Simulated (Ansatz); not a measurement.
# A hypothetical structure for Li2ScBr4, part 2 of 2

This structure for Li2ScBr4 is made up. Its elements were placed in a known structure type with a cell scaled to their sizes. What cell does the guess relax to, and how far off was it?

Ansatz 0.2.0; DFT, PBE, plane-wave PAW, files of the set soft_1, scalar-relativistic, no spin, cell and ions relaxed at zero pressure; PAW set soft_1 (the session's first sound run).

So far: Starting point; Relaxation of the guess. The relaxed cell has a = 5.464, c = 11.414 Å (conventional setting).

## Step 3: Electronic structure of the relaxed cell

A second self-consistent run takes a narrower smearing and the mesh shown in its input; the bands follow along the standard path of the relaxed lattice.

This step: DFT, PBE, plane-wave PAW, files of the set soft_1, scalar-relativistic, no spin, bands and density of states at the relaxed cell; PAW set soft_1 (Ansatz 0.2.0).

input.yaml

```yaml
crystal:
  lattice:
    - [-2.7321037265, 2.7321037265, 5.7069973397]
    - [2.7321037265, -2.7321037265, 5.7069973397]
    - [2.7321037265, 2.7321037265, -5.7069973397]
  atoms:
    - { symbol: Br, position: [0.5, 0.0, 0.5] }
    - { symbol: Br, position: [0.0, 0.5, 0.5] }
    - { symbol: Br, position: [0.2420932782, 0.2420932782, 0.0] }
    - { symbol: Br, position: [0.7579067218, 0.7579067218, 0.0] }
    - { symbol: Sc, position: [0.0, 0.0, 0.0] }
    - { symbol: Li, position: [0.75, 0.25, 0.5] }
    - { symbol: Li, position: [0.25, 0.75, 0.5] }
kpoints:
  mp_grid: { grid: [8, 8, 8] }
  band_path:
    path:
      - [[0.0, 0.0, 0.0], [0.5, -0.5, 0.0], [0.5, -0.5, 0.11459061], [0.30729531, -0.30729531, 0.30729531], [0.0, 0.0, 0.0], [0.5, 0.5, -0.5], [0.69270469, 0.30729531, -0.30729531], [0.5, 0.0, 0.0], [0.75, -0.25, -0.25], [0.88540939, 0.11459061, -0.5], [0.5, 0.5, -0.5]]
      - [[0.5, -0.5, 0.0], [0.75, -0.25, -0.25]]
    npoints: 7
scf:
  occupations: { method: fermi_dirac, width: 0.03 }
  n_extra_bands: 11
hamiltonian:
  xc: pbe
  pseudopotentials: { kind: paw, azcp: { folder: soft_1 } }
output:
  forces: true
  stress: true
  write_bands: true
  dos: { projected: true }
  write_density: true
  write_potential: true
  elf: true
  volumetric_format: npy
```

On the command line:

```
$ ansatz run input.yaml --threads 4 --pin off --max-ram 10240MiB --backend cpu --events-out ev --progress --plain --runs-dir out
```

Numbers of over 12 decimals in the logs are rounded to 6 here.

The log of the run:

```text
[...]
Crystal: 7 atoms, lattice volume = 170.397 Å³
Basis set: ecut = 420 eV, 3323 PW (Γ), exchange–correlation on 96×96×96 points (8 copies of the dense FFT grid, shifted against one another)
Bands: 34, of which v1, the nominal top of the filled ones, is band 23 counted from 1 (22 counted from 0)
Symmetry: 16 space group operations
[...]
k-points: 59 of 512
[...]
SCF iter   1: F=—  HF=-13692.443784 eV  |F-HF|=—  |Δ(HF+E_count)|=         —  Δρ=9.73e-2  dr2=3.43e1  ethr=3.10e-3  ⟨swp⟩=7.3  Hψ=9709  notcnv=0  defer=7
[...]
SCF iter  11: F=-13688.119171 eV  HF=-13688.119171 eV  |F-HF|=2.54e-8  |Δ(HF+E_count)|=   4.50e-7  Δρ=3.15e-6  dr2=3.11e-8  ethr=2.22e-10  ⟨swp⟩=15.1  Hψ=15109  notcnv=0
SCF 1 converged in 11 iterations: F = -13688.119171 eV  dr2 = 3.11e-8
[...]
NSCF: frozen V_eff on 79 k-points
SCF converged after 11 iterations
Free energy (F): -13688.119171 eV
[...]
Internal energy: -13688.101290 eV  (E = F + TS)
E sigma→0 (E₀):  -13688.110231 eV
Entropy (-TS):   -0.017882 eV (-2.555 meV/atom)
Fermi energy:    6.781253 eV
[...]
--- Forces (eV/Å), atoms counted from 1 ---
  atom   1  Br    -0.00000000     0.00000000     0.00000000
  atom   2  Br     0.00000000     0.00000000     0.00000000
  atom   3  Br     0.00000000    -0.00000000     0.00235236
  atom   4  Br     0.00000000     0.00000000    -0.00235236
  atom   5  Sc     0.00000000     0.00000000     0.00000000
  atom   6  Li    -0.00000000     0.00000000     0.00000000
  atom   7  Li    -0.00000000     0.00000000     0.00000000
  max |Σ_I F_I| component: 4.34e-19 eV/Å
--- Stress (GPa, compression-positive) ---
       -0.085673       0.000000       0.000000
        0.000000      -0.085673       0.000000
       -0.000000      -0.000000       0.014695
  P = ⅓ Tr σ = -0.0522 GPa (-0.522 kbar)
--- Band table (eV; the first three rows and the last of 59) ---
  k-point 0: bands = [... 19 lower, 2.5187, 2.5697, 2.5697, 6.3769, 6.8628, 6.8628, 7.2700, 7.4250, ... 7 higher]
  k-point 1: bands = [... 19 lower, 2.1743, 2.4199, 2.5337, 6.6185, 6.9296, 6.9374, 7.5197, 7.8403, ... 7 higher]
  k-point 2: bands = [... 19 lower, 1.9719, 2.1387, 2.5312, 7.1039, 7.1150, 7.1389, 8.1514, 8.1725, ... 7 higher]
  k-point 58: bands = [... 19 lower, 1.7509, 2.3541, 2.3541, 6.4333, 6.5361, 6.5361, 7.2742, 7.5389, ... 7 higher]
```

Wall time 5 s (4 threads of Intel Xeon 6975P-C (Granite Rapids), shared host); peak memory 0.75 GiB.

In the SCF lines HF is the Harris–Foulkes energy and dr2 the Hartree energy of the density residual, in eV; the loop may stop once dr2 is under the threshold and the program's other checks hold. Hψ counts applications of the Hamiltonian.

This step gave:

| Property | Result |
| --- | --- |
| free energy | -13688.1192 eV |
| energy at zero smearing | -13688.1102 eV |
| smearing term TS | 0.01788 eV |
| Fermi energy | 6.781 eV |
| pressure | -0.05222 GPa |

bands.tsv at the labelled points (eV, zero at the Fermi level; the bands that come nearest the Fermi level along the path):

```
point  band 19  band 20  band 21  band 22  band 23  band 24  band 25  band 26
    Γ    -5.07    -4.26    -4.21    -4.21    -0.40     0.08     0.08     0.49
    X    -4.65    -4.62    -4.57    -3.92     0.66     0.73     0.97     1.61
    Y    -4.84    -4.69    -4.63    -4.03     0.50     0.62     0.78     1.64
    S    -4.95    -4.86    -4.67    -4.57    -0.11     0.42     0.50     0.62
    Γ    -5.07    -4.26    -4.21    -4.21    -0.40     0.08     0.08     0.49
    Z    -5.03    -5.03    -4.43    -4.43    -0.35    -0.25    -0.25     0.49
   S1    -4.95    -4.86    -4.67    -4.57    -0.11     0.42     0.50     0.62
    N    -4.91    -4.89    -4.81    -4.51    -0.02     0.53     0.60     0.65
    P    -5.04    -4.57    -4.57    -3.92     0.67     0.67     0.98     1.51
   Y1    -4.84    -4.69    -4.63    -4.03     0.50     0.62     0.78     1.64
    Z    -5.03    -5.03    -4.43    -4.43    -0.35    -0.25    -0.25     0.49
    X    -4.65    -4.62    -4.57    -3.92     0.66     0.73     0.97     1.61
    P    -5.04    -4.57    -4.57    -3.92     0.67     0.67     0.98     1.51
```

States per cell as run, both spins, in windows of 1 eV, from dos.tsv (zero at the Fermi level):

```
from  to  total
  -8  -7   0.85
  -7  -6   7.09
  -6  -5   9.23
  -5  -4   6.76
  -4  -3   0.06
  -3  -2   0.00
  -2  -1   0.00
  -1   0   0.93
   0   1   6.28
   1   2   3.14
   2   3   4.23
   3   4   3.50
```

A further 20.0 states lie below the table's range.

Electrostatic potential energy in the ac plane of the conventional cell at fractional y = 0.000, with atoms of Br and Sc and Li within 0.2 Å of it. With pseudopotentials it is smooth inside the atoms' cores, unlike the true potential.

Values in eV, 24 rows by 15 columns, each cell a mean:
```
-49 -35 -12   1   2 -14 -45 -57 -53 -28  -2   3  -5 -25 -45
-18 -10  -1   4   5   2 -10 -20 -16  -3   5   5   2  -6 -16
  1   3   5   7   7   7   5   4   5   6   7   7   6   4   2
 -5   0   5   7   7   7   5   4   5   6   7   7   6   3  -3
-44 -29  -5   5   6   4  -3  -9  -6   1   5   6   1 -17 -40
-60 -51 -17   3   5   0 -19 -35 -27  -7   4   5  -4 -37 -59
-53 -38  -9   4   5   1 -14 -27 -21  -4   4   6   0 -24 -49
-12  -4   4   7   7   5   2  -2   0   4   6   7   6   0  -9
  7   7   8   9   8   7   6   5   6   7   8   9   9   8   7
  9   9   9   9   8   6   3   0   1   5   8   9   9   9   9
 10  10  10   9   7  -2 -22 -36 -31 -10   4   8  10  10  10
 10  10  10   9   4 -17 -51 -60 -58 -33  -2   8   9  10  10
 10  10  10   9   5 -12 -44 -57 -53 -27   0   8   9  10  10
 10  10  10   9   8   2 -10 -20 -16  -2   6   9  10  10  10
  9   9   9   9   9   7   5   4   5   7   8   9   9   9   9
  4   6   7   8   8   7   5   4   5   6   7   8   8   7   4
-27 -14   1   6   6   4  -3  -9  -6   2   5   7   4  -7 -23
-59 -46 -14   4   5   0 -19 -35 -27  -7   4   5  -3 -33 -56
-59 -47 -14   3   5   1 -14 -27 -21  -4   4   5  -3 -33 -57
-29 -16   0   6   7   5   2  -2   0   4   6   7   4  -8 -25
  1   3   6   7   8   7   6   5   6   7   7   8   7   4   2
 -3   0   4   6   7   6   3   0   1   5   7   7   5   2  -2
-30 -19  -5   3   4  -3 -23 -37 -31 -11   3   4   0 -12 -27
-54 -40 -15   0   1 -18 -51 -60 -58 -34  -4   2  -7 -30 -50
```
Columns run along a (5.5 Å; values clipped at the 3rd and 97th percentile), rows up along c (11.4 Å), edges of the conventional cell, whose origin can differ from the input's. Atoms in or near the plane, at fractional coordinates: Br at (0.50, 0.50), Br at (0.50, 0.00), Br at (0.00, 0.24), Br at (0.00, 0.76), Sc at (0.00, 0.00), Li at (0.50, 0.75), Li at (0.50, 0.25).

Valence density in the ac plane of the conventional cell at fractional y = 0.000, with atoms of Br and Sc and Li within 0.2 Å of it. It is the smooth field of the valence electrons, not physical close to the nuclei.

Values in e/Å³, 24 rows by 15 columns, each cell a mean:
```
6.4 3.5 0.7 0.2 0.4 0.9 1.0 0.5 0.8 1.0 0.6 0.2 0.3 2.0 5.5
1.3 0.7 0.2 0.1 0.2 0.4 0.8 0.9 0.9 0.6 0.3 0.1 0.1 0.4 1.1
0.3 0.2 0.1 0.1 0.1 0.1 0.2 0.3 0.3 0.2 0.1 0.1 0.1 0.2 0.2
0.7 0.5 0.3 0.1 0.1 0.1 0.1 0.1 0.1 0.1 0.1 0.1 0.2 0.4 0.6
1.0 1.0 0.6 0.2 0.1 0.0 0.1 0.5 0.3 0.1 0.1 0.2 0.4 0.9 1.1
0.0 0.9 0.9 0.4 0.1 0.1 1.5 6.4 3.7 0.3 0.1 0.2 0.6 1.1 0.4
0.8 1.1 0.7 0.3 0.1 0.1 0.9 3.8 2.2 0.2 0.1 0.2 0.5 1.0 1.0
0.8 0.6 0.3 0.1 0.1 0.0 0.1 0.1 0.1 0.0 0.0 0.1 0.2 0.5 0.7
0.2 0.1 0.1 0.0 0.0 0.1 0.1 0.1 0.1 0.1 0.0 0.0 0.1 0.1 0.2
0.0 0.0 0.0 0.0 0.1 0.2 0.4 0.5 0.4 0.3 0.1 0.1 0.0 0.0 0.0
0.0 0.0 0.0 0.1 0.2 0.6 1.0 1.0 1.0 0.8 0.3 0.1 0.0 0.0 0.0
0.0 0.0 0.0 0.1 0.3 0.9 1.0 0.1 0.6 1.1 0.6 0.2 0.0 0.0 0.0
0.0 0.0 0.0 0.1 0.3 0.8 1.1 0.6 0.8 1.0 0.5 0.1 0.0 0.0 0.0
0.0 0.0 0.0 0.0 0.2 0.4 0.8 0.9 0.9 0.6 0.2 0.1 0.0 0.0 0.0
0.1 0.0 0.0 0.0 0.1 0.1 0.2 0.3 0.3 0.2 0.1 0.0 0.0 0.0 0.1
0.3 0.2 0.1 0.1 0.0 0.0 0.1 0.1 0.1 0.1 0.0 0.1 0.1 0.2 0.3
1.0 0.8 0.5 0.2 0.1 0.0 0.1 0.5 0.3 0.1 0.1 0.1 0.3 0.7 1.0
0.4 1.0 0.9 0.3 0.1 0.1 1.5 6.4 3.7 0.3 0.1 0.2 0.6 1.1 0.7
0.3 1.0 0.9 0.3 0.1 0.1 0.9 3.8 2.2 0.2 0.1 0.2 0.6 1.1 0.6
1.1 0.9 0.5 0.2 0.1 0.0 0.1 0.1 0.1 0.0 0.1 0.1 0.3 0.7 1.0
0.4 0.3 0.2 0.1 0.1 0.1 0.1 0.1 0.1 0.1 0.1 0.1 0.1 0.3 0.4
0.3 0.2 0.1 0.1 0.1 0.2 0.4 0.5 0.4 0.3 0.1 0.1 0.1 0.2 0.3
2.7 1.4 0.3 0.1 0.3 0.6 1.0 1.0 1.0 0.8 0.4 0.2 0.2 0.8 2.3
7.8 4.5 0.9 0.2 0.4 0.9 0.9 0.1 0.5 1.1 0.6 0.3 0.4 2.5 6.8
```
Columns run along a (5.5 Å), rows up along c (11.4 Å), edges of the conventional cell, whose origin can differ from the input's. Atoms in or near the plane, at fractional coordinates: Br at (0.50, 0.50), Br at (0.50, 0.00), Br at (0.00, 0.24), Br at (0.00, 0.76), Sc at (0.00, 0.00), Li at (0.50, 0.75), Li at (0.50, 0.25).

ELF in the ac plane of the conventional cell at fractional y = 0.000, with atoms of Br and Sc and Li within 0.2 Å of it. It is the smooth field of the valence electrons, not physical close to the nuclei.

Ten even steps from '0' (0.00) to '9' (0.92), each cell a mean:
```
463179624883165
431158989862024
322114787531123
886311222112578
689730121015897
059840598127981
479840386117995
998510010003789
653102444310256
110036888751001
000379878985100
001589513897300
001589734997200
000268989974000
320025787631013
875201222101468
898720121015898
269840598117983
169840386127983
898620010014798
765212344211467
211136888741012
552168878973145
264179512883264
```
Columns run along a (5.5 Å), rows up along c (11.4 Å), edges of the conventional cell, whose origin can differ from the input's. Atoms in or near the plane, at fractional coordinates: Br at (0.50, 0.50), Br at (0.50, 0.00), Br at (0.00, 0.24), Br at (0.00, 0.76), Sc at (0.00, 0.00), Li at (0.50, 0.75), Li at (0.50, 0.25).

## Step 4: Results

| Property | Result |
| --- | --- |
| space group, relaxed | I4/mmm |
| conventional cell | a = 5.464, b = 5.464, c = 11.414 Å; α = 90.0°, β = 90.0°, γ = 90.0° |
| volume per atom | 24.34 Å³ (guess 27.14) |

Li2ScBr4 relaxes to I4/mmm with a = 5.464, b = 5.464 and c = 11.414 Å. The guessed volume was 11 % too large. The space group I4/mmm was held in the relaxation, so the end point is a stationary structure within it and may be a saddle against distortions or other arrangements. Bands cross the Fermi level, so it is a metal or semimetal at this level. The electron count is odd, which forces that without spin polarisation or a larger cell. On the 8×8×8 mesh with the narrower smearing (relaxed on 7×7×7) the largest force component is 0.002 eV/Å and the largest stress component is 0.086 GPa, against the relaxation's thresholds of 0.015 eV/Å and 0.05 GPa. The cutoff wasn't tested. No dispersion term is used, so weakly bound directions may come out too long. Nothing here tests whether the compound is stable against decomposition.

[Logs are printed without paths, hosts, clocks, repeated set-up lines and the standing remarks that a program may print on its own settings, such as how far it seeks lower states.]

[Hosts, paths, dates, database ids (printed as entryN), source tags and the programs' standing remarks are cut or masked in the printed files.]
